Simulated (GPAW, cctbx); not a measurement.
# Tl2AgBiI6: the scripts behind a bonding study

Short scripts, each with its output. The start was made by putting kin elements into a known structure type; the compound need not exist, or be stable, in this form.

### 1. Relax the structure

```text
cell
1.0
     0.000000000    5.969500000    5.969500000
     5.969500000    0.000000000    5.969500000
     5.969500000    5.969500000    0.000000000
Bi Tl I Ag
1 2 6 1
Direct
0.000000000 0.000000000 0.000000000
0.250000000 0.250000000 0.250000000
0.750000000 0.750000000 0.750000000
0.744900000 0.744900000 0.255100000
0.744900000 0.255100000 0.744900000
0.255100000 0.744900000 0.255100000
0.255100000 0.744900000 0.744900000
0.255100000 0.255100000 0.744900000
0.744900000 0.255100000 0.255100000
0.500000000 0.500000000 0.500000000
```

```python
from ase.constraints import FixSymmetry
from ase.filters import FrechetCellFilter
from ase.io import read, write
from ase.optimize import BFGS
from ase.parallel import parprint
from gpaw import GPAW, PW, FermiDirac

atoms = read("start.vasp")
atoms.set_constraint(FixSymmetry(atoms))
atoms.calc = GPAW(mode=PW(570), xc="PBE", kpts={"size": (2, 2, 2), "gamma": True},
                 occupations=FermiDirac(0.05), maxiter=120, symmetry={"tolerance": 1e-5}, txt="relax.txt")
BFGS(FrechetCellFilter(atoms), maxstep=0.15).run(fmax=0.03, steps=40)
parprint("cell  %.4f %.4f %.4f  %.2f %.2f %.2f" % tuple(atoms.cell.cellpar()))
parprint("volume %.3f A^3, largest force %.3f eV/A, largest stress %.2f GPa" % (atoms.get_volume(), abs(atoms.get_forces()).max(), 160.218 * abs(atoms.get_stress()).max()))
atoms.set_constraint()
write("relaxed.vasp", atoms, direct=True)
```

```console
$ OMP_NUM_THREADS=1 mpirun -n 4 gpaw python run.py > gpaw.log
```

```text
      Step        Energy          fmax
BFGS:    0      -25.208599        0.301325
BFGS:    1      -25.213615        0.294944
BFGS:    2      -25.275004        0.165398
BFGS:    3      -25.279543        0.173947
BFGS:    4      -25.292428        0.142381
BFGS:    5      -25.297952        0.078681
BFGS:    6      -25.300154        0.015673
cell  8.6075 8.6075 8.6075  60.00 60.00 60.00
volume 450.945 A^3, largest force 0.015 eV/A, largest stress 0.03 GPa
```

Time: 2.5 min on 4 cores of Arm Neoverse V1 (shared host), peak memory 1.3 GiB.

### 2. Build the all-electron density and subtract free atoms

```text
cell
1.0
     0.000000000    6.086456030    6.086456030
     6.086456030    0.000000000    6.086456030
     6.086456030    6.086456030    0.000000000
Bi Tl I Ag
1 2 6 1
Direct
0.000000000 0.000000000 0.000000000
0.250000000 0.250000000 0.250000000
0.750000000 0.750000000 0.750000000
0.747320410 0.747320410 0.252679590
0.747320410 0.252679590 0.747320410
0.252679590 0.747320410 0.252679590
0.252679590 0.747320410 0.747320410
0.252679590 0.252679590 0.747320410
0.747320410 0.252679590 0.252679590
0.500000000 0.500000000 0.500000000
```

```python
import numpy as np
from ase.io import read
from ase.units import Bohr
from gpaw import GPAW, PW, FermiDirac
from gpaw.calculator import GPAW as OldGPAW
from gpaw.mpi import serial_comm, world
from scipy.special import erfc
from scipy.spatial import cKDTree

atoms = read("cell.vasp")
atoms.calc = GPAW(mode=PW(450), xc="PBE", kpts={"size": (3, 3, 3), "gamma": True},
                 occupations=FermiDirac(0.05), maxiter=120, symmetry={"tolerance": 1e-5}, txt="scf.txt")
atoms.get_potential_energy()
rho = atoms.calc.get_all_electron_density(gridrefinement=2)
moments = atoms.get_magnetic_moments() if atoms.calc.get_number_of_spins() == 2 else np.zeros(len(atoms))
total = atoms.get_magnetic_moment() if moments.any() else 0.0
if world.rank == 0:
    free = OldGPAW(mode=PW(450), xc="PBE", txt=None, communicator=serial_comm)
    neutral = atoms.copy()
    neutral.set_initial_magnetic_moments(None)
    free.initialize(neutral)
    free.set_positions(neutral)
    drho = rho - free.get_all_electron_density(gridrefinement=2)
    # GPAW starts from confined atoms: exchange their smooth part for that of the datasets' free atoms
    h = np.stack(np.meshgrid(*[np.fft.fftfreq(n, 1 / n) for n in drho.shape], indexing="ij"), -1)
    gabs = np.linalg.norm(h @ atoms.cell.reciprocal(), axis=-1)
    tails = np.fft.fftn(free.get_pseudo_density(gridrefinement=2))
    g, form, v0 = np.linspace(0, gabs.max(), 1500), {}, 0
    for e in set(atoms.symbols):
        idx = atoms.symbols.search(e)
        d = free.setups[idx[0]].data
        r, w = d.rgd.r_g * Bohr, d.rgd.r_g**2 * d.rgd.dr_g
        j0 = np.sinc(2 * g[:, None] * r)
        smooth = sum(f * p**2 for f, p in zip(d.f_j, d.phit_jg)) + np.sqrt(4 * np.pi) * d.nct_g
        full = sum(f * p**2 for f, p in zip(d.f_j, d.phi_jg)) + np.sqrt(4 * np.pi) * d.nc_g
        phase = sum(np.exp(-2j * np.pi * h @ s) for s in atoms.get_scaled_positions()[idx])
        tails -= np.interp(gabs, g, j0 @ (smooth * w)) * phase * drho.size / atoms.get_volume()
        form[e] = j0 @ (full * w)
        v0 += 2 * np.pi / 3 * 14.3996 * (full * w * r**2).sum() * len(idx)  # V A^3
    tails *= 0.5 * erfc((gabs - 1.8) / 0.25)  # the tails differ at long wavelengths alone
    drho += np.fft.ifftn(tails).real  # crystal minus superposed spherical free atoms
    np.save("drho.npy", drho)
    dv = atoms.get_volume() / drho.size
    print("grid", drho.shape, " electrons %.3f" % (rho.sum() * dv), " moved by bonding %.3f e" % (abs(drho).sum() * dv / 2))
    pts = np.indices(drho.shape).reshape(3, -1).T / drho.shape @ atoms.cell
    shifts = (np.indices((3, 3, 3)).reshape(3, -1).T - 1) @ atoms.cell
    images = (atoms.positions[None] + shifts[:, None]).reshape(-1, 3)
    dist, idx = cKDTree(images).query(pts, k=4)
    out = drho.ravel()[dist[:, 0] > 0.5]
    print("deformation density beyond 0.5 A of the nuclei: max %.3f, min %.3f e/A^3" % (out.max(), out.min()))
    tie = dist < dist[:, :1] + 1e-4
    q = -np.bincount((idx % len(atoms))[tie], (drho.ravel()[:, None] / tie.sum(1, keepdims=True) * tie)[tie], len(atoms)) * dv
    print("atom        x       y       z   Voronoi charge  moment")
    for a, s, c, m in zip(atoms, atoms.get_scaled_positions(), q, moments):
        print("%-2s%-3d %7.4f %7.4f %7.4f %10.3f %10.2f" % (a.symbol, a.index + 1, *s, c, m))
    np.savez("free.npz", g=g, **form)
    print("mean inner potential of superposed free atoms %.3f V" % (v0 / atoms.get_volume()))
    print("total magnetic moment %.3f muB" % total)
```

```console
$ OMP_NUM_THREADS=1 mpirun -n 4 gpaw python run.py > gpaw.log
```

```text
grid (90, 90, 90)  electrons 610.000  moved by bonding 1.785 e
deformation density beyond 0.5 A of the nuclei: max 0.038, min -0.053 e/A^3
atom        x       y       z   Voronoi charge  moment
Bi1    0.0000  0.0000  0.0000      0.391       0.00
Tl2    0.2500  0.2500  0.2500      0.449       0.00
Tl3    0.7500  0.7500  0.7500      0.449       0.00
I 4    0.7473  0.7473  0.2527     -0.240       0.00
I 5    0.7473  0.2527  0.7473     -0.240       0.00
I 6    0.2527  0.7473  0.2527     -0.240       0.00
I 7    0.2527  0.7473  0.7473     -0.240       0.00
I 8    0.2527  0.2527  0.7473     -0.240       0.00
I 9    0.7473  0.2527  0.2527     -0.240       0.00
Ag10   0.5000  0.5000  0.5000      0.151       0.00
mean inner potential of superposed free atoms 11.927 V
total magnetic moment 0.000 muB
```

Time: 34 s.

### 3. Fourier-transform the difference

```python
from cctbx import adptbx, crystal, miller, xray
from cctbx.eltbx import tiny_pse
import numpy as np

cs = crystal.symmetry(unit_cell=(12.1729, 12.1729, 12.1729, 90, 90, 90), space_group_symbol='Hall: -F 4 2 3')  # Fm-3m
atoms = [  # label, site, U (iso, or U11 U22 U33 U12 U13 U23 in A^2), occupancy
    ("Bi1", (0, 0, 0), 0.0000, 1),
    ("Tl1", (0.25, 0.75, 0.75), 0.0000, 1),
    ("I1", (0, 0, 0.74732), 0.0000, 1),
    ("Ag1", (0.5, 0, 0), 0.0000, 1),
]
xs = xray.structure(crystal_symmetry=cs)
for label, site, u, occ in atoms:
    u = adptbx.u_cif_as_u_star(cs.unit_cell(), u) if isinstance(u, tuple) else u
    xs.add_scatterer(xray.scatterer(label, site=site, u=u, occupancy=occ))
xs.scattering_type_registry(table="wk1995")
drho = np.load("drho.npy")
T = np.array([[-1, 1, 1], [1, -1, 1], [1, 1, -1]])  # conventional axes in terms of the primitive ones
dF = np.fft.ifftn(drho) * 1803.77953  # electrons a conventional cell, indexed by primitive hkl
ms = miller.build_set(cs, anomalous_flag=False, d_min=0.9).sort("resolution")
iam = ms.structure_factors_from_scatterers(xs, algorithm="direct").f_calc()
p1 = xs.expand_to_p1()
z = np.array([tiny_pse.table(sc.scattering_type).atomic_number() for sc in p1.scatterers()])
x = np.array(p1.sites_frac())
free = np.load("free.npz")
print("static structure factors of the conventional cell: F in electrons, V (Mott-Bethe) in volts")
print("   h  k  l      d  |F| table  |F| free   |F| DFT   change   |V| free  |V| DFT  change %")
for h, d, table in list(zip(ms.indices(), ms.d_spacings().data(), iam.data()))[:16]:
    df = dF[tuple(np.rint(np.linalg.solve(T, h)).astype(int))]
    phase = np.exp(2j * np.pi * x @ h)
    f = sum(np.interp(1 / d, free["g"], free[sc.scattering_type]) * p for sc, p in zip(p1.scatterers(), phase))
    fz = (z * phase).sum()
    c = 14.3996 * d * d / (np.pi * cs.unit_cell().volume())
    v0, v1 = abs(fz - f) * c, abs(fz - f - df) * c
    print("%4d%3d%3d %7.4f %9.3f %9.3f %9.3f %8.3f %9.3f %8.3f %8s" % (h + (d, abs(table), abs(f), abs(f + df), abs(f + df) - abs(f), v0, v1, "%.1f" % (100 * (v1 / v0 - 1)) if v0 > 0.02 else "-")))
```

```console
$ python run.py
```

```text
static structure factors of the conventional cell: F in electrons, V (Mott-Bethe) in volts
   h  k  l      d  |F| table  |F| free   |F| DFT   change   |V| free  |V| DFT  change %
   1  1  1  7.0280   120.064   119.854   119.541   -0.314     0.342    0.382     11.5
   0  2  0  6.0865   276.706   276.968   278.259    1.291     1.814    1.693     -6.7
   0  2  2  4.3038   701.605   700.931   697.696   -3.236     2.050    2.202      7.4
   1  3  1  3.6703   140.474   140.443   140.309   -0.134     0.366    0.370      1.3
   2  2  2  3.5140  1230.958  1231.703  1233.594    1.892     5.258    5.199     -1.1
   0  4  0  3.0432  2100.248  2100.339  2100.662    0.323     7.971    7.963     -0.1
   1  3  3  2.7927   159.491   159.651   159.569   -0.083     0.397    0.399      0.4
   0  4  2  2.7219   228.062   228.079   227.677   -0.402     1.265    1.273      0.6
   2  4  2  2.4848   644.148   643.279   644.331    1.052     1.573    1.556     -1.0
   3  3  3  2.3427   177.347   177.576   177.465   -0.112     0.427    0.429      0.4
   1  5  1  2.3427    87.972    88.137    88.705    0.568     0.083    0.075     -9.6
   0  4  4  2.1519  1911.789  1911.841  1911.316   -0.525     6.192    6.198      0.1
   1  5  3  2.0576   108.603   108.779   108.980    0.201     0.149    0.147     -1.5
   2  4  4  2.0288   201.782   201.934   201.077   -0.857     0.966    0.975      0.9
   0  6  0  2.0288   204.650   204.803   203.815   -0.988     0.976    0.987      1.1
   0  6  2  1.9247   604.100   603.386   604.165    0.778     1.346    1.339     -0.5
```

Time: 0.39 s on 1 core of Arm Neoverse V1 (shared host), peak memory 0.1 GiB.

[Outputs are excerpts: Python notices, other lines and further rows are left out; steps that failed or that the build refused (PBEsol, TPSS) are not shown.]

[Logs are printed without paths, hosts, clocks, repeated set-up lines and the standing remarks that a program may print on its own settings, such as how far it seeks lower states.]
